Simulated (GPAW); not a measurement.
# Dielectric function and optical constants of Cs

Aim: the dielectric function of Cs, and the optical constants that follow from it.

Program: GPAW 26.7.0. Level of theory: DFT, PBE, plane-wave PAW (GPAW data sets), scalar-relativistic, RPA, optical limit. Results are calculated unless marked as measured.

### Step 1. The structure

Symmetry: Im-3m, No. 229, cubic system. Conventional cell: a = 6.067 Å, b = 6.067 Å, c = 6.067 Å, α = 90.00°, β = 90.00°, γ = 90.00°.

### Step 2. Ground state

First the ground state: is it a metal or has it a gap?

This step: DFT, PBE, plane-wave PAW (GPAW data sets), scalar-relativistic, ground state (GPAW 26.7.0).

The input, gs.py:

```python
from ase import Atoms
from ase.dft.bandgap import bandgap
from gpaw import GPAW, PW, FermiDirac

atoms = Atoms(['Cs'],
              cell=[[-3.033500000000, 3.033500000000, 3.033500000000],
                    [3.033500000000, -3.033500000000, 3.033500000000],
                    [3.033500000000, 3.033500000000, -3.033500000000]],
              scaled_positions=[[0.000000000000, 0.000000000000, 0.000000000000]],
              pbc=[True, True, True])
atoms.calc = GPAW(mode=PW(500), xc='PBE', kpts={'size': (5, 5, 5), 'gamma': True},
                  occupations=FermiDirac(0.05), maxiter=150, txt='gs.txt')
print('energy (eV)', atoms.get_potential_energy())
print('Fermi level (eV)', atoms.calc.get_fermi_level())
print('valence electrons', atoms.calc.get_number_of_electrons())
print('gap (eV)', bandgap(atoms.calc, output=None)[0])
print('direct gap (eV)', bandgap(atoms.calc, direct=True, output=None)[0])
atoms.calc.write('gs.gpw')
```

The run is started by

```sh
$ OMP_NUM_THREADS=1 python gs.py
```

Numbers of over 12 decimals in the logs are rounded to 6 here.

What it wrote:

```text
__  _  _
 | _ |_)|_||  |
 |__||  | ||/\| - 26.7.0

Versions:
  Python: 3.12.14
  ASE:    3.29.0
  Numpy:  2.5.5
  Scipy:  1.18.1
  Libxc:  7.0.0

Input parameters:
  mode=PW(ecut=500.0),
  kpts=MonkhorstPack(size=(5, 5, 5), gamma=True),
  maxiter=150,
  occupations=Occupations(name='fermi-dirac', width=0.05, fixmagmom=False),
  xc=XC(name='PBE')

Diagonalizing LCAO Hamiltonian
Converting LCAO to pw mode

       Cs

Atoms  # Å, Bohr magnetons
|   | symbol |        x |        y |        z |    initial magnetic moments |
| 0 |     Cs | 0.000000 | 0.000000 | 0.000000 | ( 0.0000,  0.0000,  0.0000) |

Unit cell  # Å
| periodic |         x |         y |         z |  lengths |     angles |
|      yes | -3.033500 |  3.033500 |  3.033500 | 5.254176 | 109.471221 |
|      yes |  3.033500 | -3.033500 |  3.033500 | 5.254176 | 109.471221 |
|      yes |  3.033500 |  3.033500 | -3.033500 | 5.254176 | 109.471221 |

Number of symmetries: 48
Symmetry operations  # r_c * U_cc + t_c -> r_c
|    | kind |            matrix            |
|  0 |  σ   |  1, 1, 1,  0, 0,-1,  0,-1, 0 |
|  1 |  C4  |  1, 1, 1,  0, 0,-1, -1, 0, 0 |
|  2 |  C2  |  1, 1, 1,  0,-1, 0,  0, 0,-1 |
|  3 |  S6  |  1, 1, 1,  0,-1, 0, -1, 0, 0 |
|  4 |  S6  |  1, 1, 1, -1, 0, 0,  0, 0,-1 |
|  5 |  C4  |  1, 1, 1, -1, 0, 0,  0,-1, 0 |
|  6 |  E   |  1, 0, 0,  0, 1, 0,  0, 0, 1 |
|  7 |  σ   |  1, 0, 0,  0, 1, 0, -1,-1,-1 |
|  8 |  σ   |  1, 0, 0,  0, 0, 1,  0, 1, 0 |
|  9 |  C3  |  1, 0, 0,  0, 0, 1, -1,-1,-1 |
| 10 |  C3  |  1, 0, 0, -1,-1,-1,  0, 1, 0 |
| 11 |  σ   |  1, 0, 0, -1,-1,-1,  0, 0, 1 |
| 12 |  σ   |  0, 1, 0,  1, 0, 0,  0, 0, 1 |
| 13 |  C2  |  0, 1, 0,  1, 0, 0, -1,-1,-1 |
| 14 |  C3  |  0, 1, 0,  0, 0, 1,  1, 0, 0 |
| 15 |  S4  |  0, 1, 0,  0, 0, 1, -1,-1,-1 |
| 16 |  S4  |  0, 1, 0, -1,-1,-1,  1, 0, 0 |
| 17 |  C3  |  0, 1, 0, -1,-1,-1,  0, 0, 1 |
| 18 |  C3  |  0, 0, 1,  1, 0, 0,  0, 1, 0 |
| 19 |  S4  |  0, 0, 1,  1, 0, 0, -1,-1,-1 |
| 20 |  σ   |  0, 0, 1,  0, 1, 0,  1, 0, 0 |
| 21 |  C3  |  0, 0, 1,  0, 1, 0, -1,-1,-1 |
| 22 |  C2  |  0, 0, 1, -1,-1,-1,  1, 0, 0 |
| 23 |  S4  |  0, 0, 1, -1,-1,-1,  0, 1, 0 |
| 24 |  C4  |  0, 0,-1,  1, 1, 1,  0,-1, 0 |
| 25 |  σ   |  0, 0,-1,  1, 1, 1, -1, 0, 0 |
| 26 |  S6  |  0, 0,-1,  0,-1, 0,  1, 1, 1 |
| 27 |  C2  |  0, 0,-1,  0,-1, 0, -1, 0, 0 |
| 28 |  C4  |  0, 0,-1, -1, 0, 0,  1, 1, 1 |
| 29 |  S6  |  0, 0,-1, -1, 0, 0,  0,-1, 0 |
| 30 |  S6  |  0,-1, 0,  1, 1, 1,  0, 0,-1 |
| 31 |  C4  |  0,-1, 0,  1, 1, 1, -1, 0, 0 |
| 32 |  C4  |  0,-1, 0,  0, 0,-1,  1, 1, 1 |
| 33 |  S6  |  0,-1, 0,  0, 0,-1, -1, 0, 0 |
| 34 |  σ   |  0,-1, 0, -1, 0, 0,  1, 1, 1 |
| 35 |  C2  |  0,-1, 0, -1, 0, 0,  0, 0,-1 |
| 36 |  C2  | -1, 0, 0,  1, 1, 1,  0, 0,-1 |
| 37 |  S6  | -1, 0, 0,  1, 1, 1,  0,-1, 0 |
| 38 |  S6  | -1, 0, 0,  0, 0,-1,  1, 1, 1 |
| 39 |  C2  | -1, 0, 0,  0, 0,-1,  0,-1, 0 |
| 40 |  C2  | -1, 0, 0,  0,-1, 0,  1, 1, 1 |
| 41 |  i   | -1, 0, 0,  0,-1, 0,  0, 0,-1 |
| 42 |  S4  | -1,-1,-1,  1, 0, 0,  0, 1, 0 |
| 43 |  C3  | -1,-1,-1,  1, 0, 0,  0, 0, 1 |
| 44 |  C3  | -1,-1,-1,  0, 1, 0,  1, 0, 0 |
| 45 |  σ   | -1,-1,-1,  0, 1, 0,  0, 0, 1 |
| 46 |  S4  | -1,-1,-1,  0, 0, 1,  1, 0, 0 |
| 47 |  C2  | -1,-1,-1,  0, 0, 1,  0, 1, 0 |

BZ-sampling:
  Number of BZ points: 125
  Number of IBZ points: 10

  Monkhorst-Pack size: [5, 5, 5]
  Monkhorst-Pack shift: [0, 0, 0]

K-points  # in reciprocal-cell coordinates
|   |                                coordinates |     weight |
| 0 | (  0.00000000,   0.00000000,   0.00000000) | 0.00800000 |
| 1 | (  0.20000000,   0.00000000,   0.00000000) | 0.09600000 |
| 2 | (  0.20000000,   0.20000000,  -0.20000000) | 0.04800000 |
| 3 | (  0.40000000,   0.00000000,  -0.20000000) | 0.19200000 |
| 4 | (  0.40000000,   0.00000000,   0.00000000) | 0.09600000 |
| 5 | (  0.40000000,   0.20000000,  -0.20000000) | 0.19200000 |
| 6 | (  0.40000000,   0.20000000,   0.20000000) | 0.06400000 |
| 7 | (  0.40000000,   0.40000000,  -0.40000000) | 0.04800000 |
| 8 | (  0.40000000,   0.40000000,   0.20000000) | 0.19200000 |
| 9 | (  0.40000000,   0.40000000,   0.40000000) | 0.06400000 |

Plane wave coefficients: 2899
Cutoff: 500.0 eV

Spin-components: 1 (collinear spins)
Bands:           5
Projectors:      5
Spin-degeneracy: 2
Datatype:        complex128

Parallelization:
  kpt:    1
  domain: 1
  band:   1

Density:
  Valence electrons: 9.0
  Components: 1
  Grid points: [28 28 28]
  Charge: 0.0  # |e|

Potential:
  Grid points: [28 28 28]

species:
  Cs:
    name:    Caesium
    id:
    Z:       55.0
    valence: 9
    core:    46
    charge:  0.0  # [|e|]
    compensation charges:
      type: gauss
      rc: 0.33  # [Å]
      lmax: 2
    cutoffs:
      filter: 2.06  # [Å]
      core: 2.51  # [Å]
    projectors
    | kind |    occ | energy [eV] | rcut [Å] |
    |   5s |  2.000 |     -26.706 |    1.164 |
    |   6s |  1.000 |      -2.085 |    1.164 |
    |   5p |  6.000 |     -13.523 |    1.058 |
    |    p |        |      13.688 |    1.058 |
    |    d |        |       0.000 |    1.058 |

    Using partial waves for Cs as LCAO basis

Reference energy: -211800.076486  # eV

eigensolver:
  PPCG
  Converge bands: occupied
  niter=2

density mixing:
  MSR1-Mixer
  Pratt-step length: 0.05
  Maximum mixing coefficient: 0.75
  Old densities: 10
  SVD Regularization: 0.005
  Good broyden scale: 1.0
  Trust region scale: 1.0
  Backstep threshold: 4.0
  History deletion threshold: 6.0
  Fourier metric: weight=20.0, sigma=0.015

occupation numbers:
  Fermi-Dirac:
    width: 0.0500  # eV

poisson solver:
  ecut: 4000.0  # eV

xc functional:
  name: PBE with 2 nearest neighbor stencil

convergence criteria:
- Maximum [total energy] change in last 3 cyles: 0.0005 eV / valence electron
- Maximum integral of absolute [dens]ity change: 0.0001 electrons / valence electron
- Maximum integral of absolute [eigenst]ate change: 4e-08 eV^2 / valence electron
maximum number of iterations: 150

SCF iterations
|iter     |      energy | eigst |  dens |
|iter:   1||   -1.192363 | -0.65 |       |
|iter:   2||   -1.150495 | -2.15 | -1.03 |
|iter:   3||   -0.843468 | -1.53 | -1.08 |
|iter:   4||   -0.831868 | -2.63 | -1.66 |
|iter:   5||   -0.831394 | -3.93 | -1.99 |
|iter:   6||   -0.831396c| -5.33 | -3.06 |
|iter:   7||   -0.831399c| -6.39 | -3.44 |
|iter:   8||   -0.831399c| -7.46c| -4.62c|

Converged in 8 steps
SCF loop duration: 2.231 s (0.279 s/step)
Energy contributions relative to reference atoms: (reference = -211800.076486)

Energy contributions:
  Kinetic:           0.829654
  Coulomb:          -0.575803
  Zero:             -0.014170
  External:          0.000000
  Xc:               -1.064929
  Entropy:          -0.012302
  Spinorbit:         0.000000
  ----------------------------
  Free energy:      -0.837550
  Extrapolated:     -0.831399

dipole moment: (-17.092266, -17.092266, -17.092266)  # |e|*Ang

Fermi level: 2.143
Eigenvalues  # (at kpt = [0.000, 0.000, 0.000])
| band index |      eig [eV] | occ [0-2] |
|          0 |       -21.733 |     2.000 |
|          1 |        -8.500 |     2.000 |
|          2 |        -8.500 |     2.000 |
|          3 |        -8.500 |     2.000 |
|          4 |         0.383 |     2.000 |

No gap
No difference between direct/indirect transitions

--- standard output ---
energy (eV) -0.831399
Fermi level (eV) 2.143340
valence electrons 9.0
gap (eV) 0.0
direct gap (eV) 0.0
```

Elapsed: 3.3 s, on 1 thread of Arm Neoverse V2, shared host; peak memory 0.15 GiB.

This step gave:

| Item | Value |
| --- | --- |
| energy | -0.8314 eV |
| Fermi energy | 2.143 eV |
| electrons | 9 |

There are states at the Fermi level within the smearing, so the occupations stay smeared and the carriers get a Drude term.

### Step 3. Bands for the response

At the fixed density, many empty bands are solved on the mesh of the response, since the spectrum sums over them.

This step: DFT, PBE, plane-wave PAW (GPAW data sets), scalar-relativistic, bands at fixed density (GPAW 26.7.0).

The input, nscf.py:

```python
from ase.dft.bandgap import bandgap
from gpaw import GPAW, FermiDirac

calc = GPAW('gs.gpw').fixed_density(kpts={'size': (10, 10, 10), 'gamma': True}, nbands=61, convergence={'bands': 55},
                                    occupations=FermiDirac(0.05), txt='nscf.txt')
print('gap (eV)', bandgap(calc, output=None)[0])
print('direct gap (eV)', bandgap(calc, direct=True, output=None)[0])
print('top band over the Fermi level (eV)', min(calc.get_eigenvalues(kpt=k)[54] for k in range(len(calc.get_ibz_k_points()))) - calc.get_fermi_level())
calc.write('full.gpw', mode='all')
```

The run is started by

```sh
$ OMP_NUM_THREADS=1 python nscf.py
```

What it wrote:

```text
Diagonalizing LCAO Hamiltonian
Converting LCAO to pw mode
convergence criteria:
- Maximum integral of absolute [eigenst]ate change: 4e-08 eV^2 / valence electron
maximum number of iterations: 150

SCF iterations
|iter     |      energy | eigst |  dens |
|iter:   1||             | +4.23 |       |
|iter:   2||             | +2.93 |       |
|iter:   3||             | +1.83 |       |
|iter:   4||             | +0.43 |       |
|iter:   5||             | -0.70 |       |
|iter:   6||             | -1.67 |       |
|iter:   7||             | -2.40 |       |
|iter:   8||             | -3.23 |       |
|iter:   9||             | -3.90 |       |
|iter:  10||             | -4.64 |       |
|iter:  11||             | -5.23 |       |
|iter:  12||             | -5.78 |       |
|iter:  13||             | -6.15 |       |
|iter:  14||             | -6.51 |       |
|iter:  15||             | -6.79 |       |
|iter:  16||             | -7.12 |       |
|iter:  17||             | -7.42c|       |
SCF steps: 17
  __  _  _
 | _ |_)|_||  |
 |__||  | ||/\| - 26.7.0

Versions:
  Python: 3.12.14
  ASE:    3.29.0
  Numpy:  2.5.5
  Scipy:  1.18.1
  Libxc:  7.0.0

Input parameters:
  mode=PW(ecut=500.0),
  convergence={'bands': 55},
  gpts=array([28, 28, 28]),
  kpts=MonkhorstPack(size=(10, 10, 10), gamma=True),
  maxiter=150,
  nbands=61,
  occupations=Occupations(name='fermi-dirac', width=0.05, fixmagmom=False),
  parallel={},
  xc=XC(name='PBE')

--- standard output ---
gap (eV) 0.0
direct gap (eV) 0.0
top band over the Fermi level (eV) 27.894538
```

The job ended after 3 min (1 thread; peak memory 0.3 GiB).

### Step 4. Dielectric function, RPA

Local fields let the induced charge screen the field inside the cell, which as a rule lowers ε, most along directions where the density is uneven.

This step: DFT, PBE, plane-wave PAW (GPAW data sets), scalar-relativistic, RPA, optical limit (GPAW 26.7.0).

The input, df.py:

```python
from gpaw.response.df import DielectricFunction

df = DielectricFunction('full.gpw', frequencies={'type': 'nonlinear', 'domega0': 0.03, 'omega2': 8},
                        ecut=50,
                        eta=0.15,
                        nbands=55,
                        rate=0.05,
                        txt='df.txt')
for direction in ['x']:
    df.get_dielectric_function(xc='RPA', direction=direction, filename=f'df_{direction}.csv')
```

The run is started by

```sh
$ OMP_NUM_THREADS=1 python df.py
```

What it wrote:

```text
Using integrator: PointIntegrator
NonLinearFrequencyDescriptor(from 0.000 to 55.685 eV, 479 points)
Nonperiodic BCs:  [False False False]
Using integrator: PointIntegrator
NonLinearFrequencyDescriptor(from 0.000 to 55.685 eV, 479 points)
Nonperiodic BCs:  [False False False]
Using integrator: PointIntegrator

Calculating chi0 body with:
    Ground state adapter containing:
    Number of spins: 1
    Number of kpoints: 1000
    Number of irreducible kpoints: 47
    Number of completely occupied states: 4
    Number of partially occupied states: 6

    Linear response parametrization:
    q_c: [0.0, 0.0, 0.0]
    Number of frequency points: 479
    Planewave cutoff: 50.0
    Number of bands: 55
    Number of planewaves: 87
    Broadening (eta): 0.15

Integrating chi0 body.

Symmetries of q_c:
    Direct symmetries (Uq -> q): 48
    Indirect symmetries (TUq -> q): 0
In total 48 allowed symmetries.

47 groups of equivalent kpoints. 95.3% reduction.

Integral kind: spectral function

Calculating chi0 optical extensions with:
    Ground state adapter containing:
    Number of spins: 1
    Number of kpoints: 1000
    Number of irreducible kpoints: 47
    Number of completely occupied states: 4
    Number of partially occupied states: 6

    Linear response parametrization:
    Number of frequency points: 479
    Planewave cutoff: 50.0
    Number of bands: 55
    Number of planewaves: 87
    Broadening (eta): 0.15
Integrating chi0 head and wings.

Symmetries of q_c:
    Direct symmetries (Uq -> q): 48
    Indirect symmetries (TUq -> q): 0
In total 48 allowed symmetries.

47 groups of equivalent kpoints. 95.3% reduction.

Integral kind: spectral function wings

Calculating drude chi0 with:
    Number of frequency points:479
    Plasma frequency decay rate: 0.05 eV

    Ground state adapter containing:
    Number of spins: 1
    Number of kpoints: 1000
    Number of irreducible kpoints: 47
    Number of completely occupied states: 4
    Number of partially occupied states: 6

Symmetries of q_c:
    Direct symmetries (Uq -> q): 48
    Indirect symmetries (TUq -> q): 0
In total 48 allowed symmetries.

47 groups of equivalent kpoints. 95.3% reduction.

Integral kind: intraband
Plasma frequency:
[[3.46+0.j 0.  +0.j 0.  +0.j]
 [0.  +0.j 3.46+0.j 0.  -0.j]
 [0.  +0.j 0.  -0.j 3.46+0.j]]
```

It took 19 s on 1 thread; peak memory 0.35 GiB.

Numbers from this step:

| Property | Result |
| --- | --- |
| centre of weight of the strongest loss peak in the window | 3.585 eV |

The Im ε, E ∥ x has structure finer than the step of the table below, so its rows give means over 0.5 eV, whole bins alone (the curve runs from 0.305 to 14.0 eV). Peaks (eV: height): 0.94: 6.88.

Sum at mesh points, not converged in k. Im ε, E ∥ x against photon energy; means over each step:

```csv
photon energy (eV),"Im ε, E ∥ x"
1.0,5.81
1.5,2.78
2.0,1.27
2.5,0.661
3.0,0.507
3.5,0.404
4.0,0.522
4.5,0.335
5.0,0.312
5.5,0.194
6.0,0.175
6.5,0.134
7.0,0.108
7.5,0.0743
8.0,0.0670
8.5,0.0432
9.0,0.0476
9.5,0.0501
10.0,0.0514
10.5,0.119
11.0,0.256
11.5,0.280
12.0,0.355
12.5,0.433
13.0,0.345
13.5,0.307
```

Values under 1 per cm are given as 1; sum at mesh points, not converged in k. The absorption coefficient, E ∥ x by photon energy:

```csv
photon energy (eV),"absorption coefficient, E ∥ x (1/cm)"
0.5,3.3e5
1.0,3.3e5
1.5,3.5e5
2.0,3.3e5
2.5,2.9e5
3.0,2.1e5
3.5,1.3e5
4.0,1.6e5
4.5,1.1e5
5.0,1.2e5
5.5,68443
6.0,62037
6.5,47681
7.0,42695
7.5,27325
8.0,28019
8.5,17819
9.0,20892
9.5,21067
10.0,22085
10.5,48341
11.0,1.3e5
11.5,1.4e5
12.0,1.8e5
12.5,2.5e5
13.0,2.0e5
13.5,1.8e5
```

Sum at mesh points, not converged in k. Loss function −Im 1/ε at q → 0, E ∥ x against energy loss; read off at these points:

energy loss (eV), loss function −Im 1/ε at q → 0, E ∥ x and a bar:
```
     0.50       0.01 
     1.00       0.05 
     1.50       0.08 #
     2.00       0.15 ##
     2.50       0.34 ####
     3.00       1.29 ##############
     3.43       2.69 ##############################
     3.50       2.44 ###########################
     4.00       1.56 #################
     4.33       1.68 ###################
     4.50       1.30 ##############
     5.00       0.95 ###########
     5.50       0.45 #####
     6.00       0.32 ####
     6.50       0.20 ##
     7.00       0.14 ##
     7.50       0.08 #
     8.00       0.07 #
     8.50       0.04 
     9.00       0.04 
     9.50       0.03 
    10.00       0.03 
    10.50       0.06 #
    11.00       0.14 #
    11.50       0.14 ##
    12.00       0.18 ##
    12.50       0.25 ###
    12.75       0.26 ###
    13.00       0.23 ##
    13.50       0.18 ##
```

Sum at mesh points, not converged in k. Reflectivity at normal incidence, E ∥ x against photon energy; read off at these points:

photon energy (eV), reflectivity at normal incidence, E ∥ x (%) and a bar:
```
      0.5       93.0 ##############################
      1.0       72.2 #######################
      1.5       71.1 #######################
      2.0       67.7 ######################
      2.5       62.3 ####################
      3.0       37.8 ############
      3.5       16.1 #####
      4.0       10.0 ###
      4.5        6.1 ##
      5.0        3.9 #
      5.5        1.6 #
      6.0        0.9 
      6.5        0.4 
      7.0        0.2 
      7.5        0.0 
      8.0        0.0 
      8.5        0.0 
      9.0        0.1 
      9.5        0.2 
     10.0        0.4 
     10.5        0.7 
     11.0        0.9 
     11.5        0.9 
     12.0        1.1 
     12.5        1.3 
     13.0        0.7 
     13.5        0.7
```

The Im ε, E ∥ x has structure finer than the step of the table below, so its rows give means over 0.5 eV, whole bins alone (the curve runs from 0.305 to 14.0 eV). Peaks (eV: height): without local fields 0.94: 7.05; with local fields 0.94: 6.88.

Sum at mesh points, not converged in k. The Im ε, E ∥ x by photon energy; means over each step:

```csv
photon energy (eV),without local fields,with local fields
1.0,5.95,5.81
1.5,2.86,2.78
2.0,1.32,1.27
2.5,0.688,0.661
3.0,0.524,0.507
3.5,0.416,0.404
4.0,0.532,0.522
4.5,0.345,0.335
5.0,0.298,0.312
5.5,0.165,0.194
6.0,0.125,0.175
6.5,0.0837,0.134
7.0,0.0602,0.108
7.5,0.0486,0.0743
8.0,0.0447,0.0670
8.5,0.0391,0.0432
9.0,0.0403,0.0476
9.5,0.0496,0.0501
10.0,0.0757,0.0514
10.5,0.238,0.119
11.0,0.605,0.256
11.5,0.990,0.280
12.0,1.46,0.355
12.5,1.49,0.433
13.0,1.12,0.345
13.5,1.46,0.307
```

From ε follow the optical constants at some laser and lamp lines:

```csv
wavelength (nm),n,k,R (%),1/α
1550,0.80,3.664,80.7,34 nm
800,0.54,2.258,71.2,28 nm
532,0.29,1.324,65.8,32 nm
450,0.30,0.907,52.3,39 nm
365,0.42,0.440,23.6,66 nm
308,0.64,0.389,9.7,63 nm
248,0.74,0.237,3.9,83 nm
```

A polished face would reflect 65 % of daylight and look faintly yellow-green (CIE x = 0.331, y = 0.356 under D65).

### Step 5. Outcome

```
centre of weight of the strongest loss peak in the window, first axis : 3.59 eV
```

**Reading.** At this level (PBE, RPA) Cs is a metal. The mesh is too coarse to trust the carriers' weight, the reflectivity or the colour to better than tens of per cent. A polished face would reflect 65 % of daylight and look faintly yellow-green (CIE x = 0.331, y = 0.356 under D65). The carriers' damping of 0.05 eV is typed, not computed; it shapes the response at the lowest energies. Spin-orbit coupling is left out although heavy atoms are present. GPAW's carrier term has the form −ωp²/(ω + i·rate)², which damps like twice the rate and fails at low energy, so the curves leave the lowest energies out. The sum runs over mesh points 0.15 Å⁻¹ apart with no interpolation, so peaks are partly noise of the mesh, and the Drude plasma energy, a sum over the Fermi surface, isn't converged.

[Machine, clock and banner lines and Python warnings are left out of the logs.]

[Logs are printed without paths, hosts, clocks, repeated set-up lines and the standing remarks that a program may print on its own settings, such as how far it seeks lower states.]

[Hosts, paths, dates, database ids (printed as entryN), source tags and the programs' standing remarks are cut or masked in the printed files.]
